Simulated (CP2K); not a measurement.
Two runs for the O K edge of 3-vinylfuran. Run A: CP2K XAS_TDP, all-electron GAPW, PBEh(45%), aug-cc-pVDZ, TDA, no relativity. Run B differs in one setting.

First lines with a strength over 0.0015. A:

```
              atom  energy (eV)  states  strength, one atom
O6 (bonded to 2 C)       530.65       1              0.0278
                         534.04       1              0.0059
                         534.13       1              0.0052
                         534.39       1              0.0019
                         534.80       1              0.0320
```

B:

```
              atom  energy (eV)  states  strength, one atom
O6 (bonded to 2 C)       522.33       1              0.0225
                         526.15       1              0.0033
                         526.20       1              0.0027
                         526.92       1              0.0198
                         527.03       1              0.0044
```

Q: Which was it: scalar relativity switched on, GW2X switched on, the functional, the basis?

The functional (functional from PBEh(45%) to PBE0; the lines alone don't name the new value). A functional moves all lines by electronvolts and changes their spacings and strengths. Against PBEh(45%) in aug-cc-pVDZ, the leading line moves by -8.32 eV, to 522.33 eV; the strength of O6's goes from 0.0278 to 0.0225. The next line of O6 over the strength cut lies 3.82 eV higher, against 3.39.

[Banner, clock and machine lines of the logs are left out without a mark of their own.]

[Logs are printed without paths, hosts, clocks, repeated set-up lines and the standing remarks that a program may print on its own settings, such as how far it seeks lower states.]

[Hosts, paths, dates, database ids (printed as entryN), source tags and the programs' standing remarks are cut or masked in the printed files.]
